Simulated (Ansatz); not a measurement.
# ScInSe3 (model cell, started as cubic perovskite with In in the octahedra): a soft mode frozen in, part 3 of 3

Which phase does ScInSe3 (model cell, started as cubic perovskite with In in the octahedra) fall into along its unstable mode, and how much energy does it gain?

Ansatz 0.2.0; DFT PBEsol, scalar-relativistic, plane waves, PAW; PAW set soft_1.

So far. Step 5 (Energy along the mode, all amplitudes (two of the runs …): The lowest of the steps tried is the last one, at 0.6 Å, 214 meV/atom below the parent; the bottom of the well need not coincide with a step. Step 7 (The new phase in its own primitive cell): The largest force component left is 0.26 meV/Å and the pressure is -0.006 GPa, within the tolerances set. The cell now holds 30.12 Å³/atom. The relaxed cell has a = 7.448, c = 10.857 Å (conventional setting).

The structure was built from a prototype and need not be the compound's stable phase.

## 8. Modes of the new phase

A relaxed structure may still be a saddle point, so its zone-centre modes are computed. No field response is asked, since the mesh shows no gap.

input.yaml reads:

```yaml
crystal:
  lattice:
    - [-3.7240921392, 3.7240921392, 5.4286645664]
    - [3.7240921392, -3.7240921392, 5.4286645664]
    - [3.7240921392, 3.7240921392, -5.4286645664]
  atoms:
    - { symbol: Sc, position: [0.1440383897, 0.1440383897, 0.0] }
    - { symbol: Sc, position: [0.8559616103, 0.8559616103, 0.0] }
    - { symbol: In, position: [0.0, 0.5, 0.5] }
    - { symbol: In, position: [0.5, 0.0, 0.5] }
    - { symbol: Se, position: [0.7906823427, 0.7906823427, 0.5813646854] }
    - { symbol: Se, position: [0.2093176573, 0.2093176573, 0.4186353146] }
    - { symbol: Se, position: [0.75, 0.25, 0.5] }
    - { symbol: Se, position: [0.25, 0.75, 0.5] }
    - { symbol: Se, position: [0.7906823427, 0.2093176573, 0.0] }
    - { symbol: Se, position: [0.2093176573, 0.7906823427, 0.0] }
kpoints:
  mp_grid: { grid: [8, 8, 8] }
hamiltonian:
  xc: pbesol
  pseudopotentials: { kind: paw, azcp: { folder: soft_1 }, xc_functional: pbe }
scf:
  occupations: { method: methfessel_paxton, width: 0.2 }
output:
  eigenvalues: true
phonons:
  method: dfpt
```

The run is started by

```sh
$ ansatz run input.yaml --threads 4 --pin off --max-ram 16384MiB --backend cpu --events-out ev --progress --plain --runs-dir out
```

Numbers of over 12 decimals in the logs are rounded to 6 here.

The log of the run:

```text
Engine: ansatz 0.2.0, aarch64-unknown-linux-gnu
Pseudopotentials: kind: paw
Pseudopotential: Sc, paw, valence charge 11, recommended cutoff 420 eV (normal), soft_1/Sc.paw.azcp
Pseudopotential: In, paw, valence charge 13, recommended cutoff 420 eV (normal), soft_1/In.paw.azcp
Pseudopotential: Se, paw, valence charge 16, recommended cutoff 420 eV (normal), soft_1/Se.paw.azcp
Functional definition: PBEsol
  exchange = pbesol_x
  correlation = pbesol_c
Crystal: 10 atoms, lattice volume = 301.158 Å³
Basis set: ecut = 420 eV, 5923 PW (Γ), exchange–correlation on 108×108×108 points (8 copies of the dense FFT grid, shifted against one another)
Bands: 87, of which v1, the nominal top of the filled ones, is band 72 counted from 1 (71 counted from 0)
Symmetry: 16 space group operations
k-points: 260 of 512 (irreducible under 1 space group operation, time reversal used)
Non-local potential: Sc, projectors of the file, l = 0: 3, l = 1: 2, l = 2: 3, l = 3: 1
Non-local potential: In, projectors of the file, l = 0: 2, l = 1: 2, l = 2: 2, l = 3: 1
Non-local potential: Se, projectors of the file, l = 0: 2, l = 1: 2, l = 2: 3, l = 3: 1
PAW form: soft (Blöchl's): semilocal exchange-correlation on the pseudo side does not see the compensation charge
PAW frozen core: Sc, regenerated for the run's functional, and the local potential with it (the file was generated under x = pbe(κ = 0.804, μ = 0.219515), c = pbe(β = 0.066725))
PAW frozen core: In, regenerated for the run's functional, and the local potential with it (the file was generated under x = pbe(κ = 0.804, μ = 0.219515), c = pbe(β = 0.066725))
PAW frozen core: Se, regenerated for the run's functional, and the local potential with it (the file was generated under x = pbe(κ = 0.804, μ = 0.219515), c = pbe(β = 0.066725))
PAW one-centre angular grid: Sc, 590 points (default); XC on 64 Gauss nodes
PAW one-centre angular grid: In, 590 points (default); XC on 64 Gauss nodes
PAW one-centre angular grid: Se, 590 points (default); XC on 64 Gauss nodes
Initial density: superposition of atomic densities (chi_scale 0.1, normalization cell, long waves kept (reshape's long-wave potential 0.02 eV rms))
Initial wavefunctions: pseudopotential atomic-orbital guess
Functional: x = pbesol(κ = 0.804, μ = 0.123457), c = pbesol(β = 0.046)
SCF iter   1: F=—  HF=-47831.197506 eV  |F-HF|=—  |Δ(HF+E_count)|=         —  Δρ=1.22e-1  dr2=1.25e2  ethr=3.10e-3  ⟨swp⟩=5.7  Hψ=84189  notcnv=0
preconditioner: auto → LDOS  [metal: Δε(μ)=0.001 eV  Ē_g=9.441 eV  σ=0.200 eV  W_gap=0.00  n_scr=64 (ndim 8)  ℏωp=17.6 eV  f_vac=0.146  D(μ)=12.59/eV (n_scr^D=112)  β→1.0]
SCF iter   2: F=—  HF=-47827.764073 eV  |F-HF|=—  |Δ(HF+E_count)|=    3.43e0  S|Δr|=    0.00e0  Δρ=5.55e-2  dr2=1.34e1  ethr=3.10e-3  ⟨swp⟩=4.0  Hψ=57760  notcnv=0  defer=375
SCF iter   3: F=—  HF=-47825.680840 eV  |F-HF|=—  |Δ(HF+E_count)|=    2.08e0  S|Δr|=    0.00e0  Δρ=3.47e-2  dr2=7.06e0  ethr=3.10e-3  ⟨swp⟩=3.4  Hψ=49309  notcnv=0  defer=1047
SCF iter   4: F=—  HF=-47824.467068 eV  |F-HF|=—  |Δ(HF+E_count)|=    1.21e0  S|Δr|=    0.00e0  Δρ=1.68e-2  dr2=2.20e0  ethr=3.10e-3  ⟨swp⟩=2.8  Hψ=34490  notcnv=0  defer=2008
SCF iter   5: F=—  HF=-47824.113102 eV  |F-HF|=—  |Δ(HF+E_count)|=   3.54e-1  S|Δr|=    0.00e0  Δρ=5.81e-3  dr2=2.31e-1  ethr=1.53e-3  ⟨swp⟩=2.9  Hψ=30490  notcnv=0  defer=1920
SCF iter   6: F=—  HF=-47824.076911 eV  |F-HF|=—  |Δ(HF+E_count)|=   3.62e-2  S|Δr|=    0.00e0  Δρ=1.27e-3  dr2=7.75e-3  ethr=1.61e-4  ⟨swp⟩=2.2  Hψ=32840  notcnv=0  defer=1914
SCF iter   7: F=—  HF=-47824.074158 eV  |F-HF|=—  |Δ(HF+E_count)|=   2.75e-3  S|Δr|=    0.00e0  Δρ=5.57e-4  dr2=2.24e-3  ethr=5.38e-6  ⟨swp⟩=2.1  Hψ=40258  notcnv=0  defer=1852
SCF iter   8: F=—  HF=-47824.073795 eV  |F-HF|=—  |Δ(HF+E_count)|=   3.64e-4  S|Δr|=    0.00e0  Δρ=1.95e-4  dr2=2.80e-4  ethr=1.56e-6  ⟨swp⟩=3.0  Hψ=39472  notcnv=0  defer=1804
SCF iter   9: F=—  HF=-47824.073755 eV  |F-HF|=—  |Δ(HF+E_count)|=   3.99e-5  S|Δr|=    0.00e0  Δρ=1.77e-5  dr2=1.04e-6  ethr=1.94e-7  ⟨swp⟩=2.0  Hψ=24468  notcnv=0  defer=1788
SCF iter  10: F=—  HF=-47824.073691 eV  |F-HF|=—  |Δ(HF+E_count)|=   6.38e-5  S|Δr|=    0.00e0  Δρ=5.59e-6  dr2=1.08e-7  ethr=7.23e-10  ⟨swp⟩=2.0  Hψ=41106  notcnv=0  defer=1794
SCF iter  11: F=—  HF=-47824.073691 eV  |F-HF|=—  |Δ(HF+E_count)|=   2.54e-9  S|Δr|=    0.00e0  Δρ=1.73e-6  dr2=1.82e-8  ethr=7.48e-11  ⟨swp⟩=2.0  Hψ=39087  notcnv=0  defer=1792
SCF iter  12: F=—  HF=-47824.073691 eV  |F-HF|=—  |Δ(HF+E_count)|=   1.25e-9  S|Δr|=    0.00e0  Δρ=4.15e-7  dr2=1.05e-9  ethr=1.26e-11  ⟨swp⟩=2.0  Hψ=25028  notcnv=0  defer=1792
SCF iter  13: F=—  HF=-47824.073691 eV  |F-HF|=—  |Δ(HF+E_count)|=  1.31e-10  S|Δr|=    0.00e0  Δρ=1.18e-7  dr2=9.87e-11  ethr=1.00e-12  ⟨swp⟩=2.0  Hψ=26139  notcnv=0  defer=1792
SCF iter  14: F=-47824.073691 eV  HF=-47824.073691 eV  |F-HF|=1.46e-11  |Δ(HF+E_count)|=    0.00e0  S|Δr|=    0.00e0  Δρ=2.81e-8  dr2=2.45e-12  ethr=1.00e-12  ⟨swp⟩=12.5  Hψ=113941  notcnv=0
SCF 1 converged in 14 iterations: F = -47824.073691 eV  dr2 = 2.45e-12
[...]
DFPT response loops at Γ: preconditioner auto → none (partly filled bands, converged f_vac=0.199); β = 0.50; Broyden in place of MSR1
the run's response loops start from zero, take more passes and end by a threshold: the memory limit or budget leaves too little room for the subspace of the ground state's own states beside the solves, or none could be made (phonons.method)
```

Run time: 59 min. Hardware: 4 threads of Arm Neoverse V1, shared host; peak memory 14 GiB.

The run was cut off at the time limit after its SCF cycle had converged; no result of it is taken.

The program's message: “Warning:”

## 9. What came out

```
unstable mode of the parent                                                      : q = (-0.5, -0.5, -0.5), 190i cm⁻¹
depth at the lowest point sampled                                                : 214 meV/atom
largest atomic shift at that point                                               : 0.6 Å
space group reached (within 0.01 Å)                                              : I4/mmm
energy gained over the parent (first relaxation, on the mesh of the frozen mode) : 458 meV/atom
volume per atom, phase reached                                                   : 30.1 Å³
```

Along this mode the structure falls into I4/mmm, 458 meV/atom below the parent. At the parent's cell the well is 213.9 meV/atom deep on the steps tried, with its lowest point at a shift of 0.6 Å. That is the last step tried, so the steps alone don't bracket the bottom of the well. Relaxing atoms and cell changes the gain by +243.99 meV/atom against the lowest step (energies at zero smearing). The modes of the phase reached were not computed on this path. Of the 5 patterns followed to their end from this parent, this one ends 384 meV/atom above the lowest, Amm2. Each path keeps the symmetry of its pattern, so a lower phase may lie along a pattern not tried. With no gap, or one that is small against the smearing, the frequencies hang on the k mesh and the smearing, most of all near Kohn anomalies. The PAW files were made for PBE and serve the other functionals too. A phonon run warned that its eigensolver left some bands unconverged in a pass. The starting cell was built on a prototype and not taken from a measurement, so the phase need not exist.

[Logs are printed without paths, hosts, clocks, repeated set-up lines and the standing remarks that a program may print on its own settings, such as how far it seeks lower states.]

[Hosts, paths, dates, database ids (printed as entryN), source tags and the programs' standing remarks are cut or masked in the printed files.]
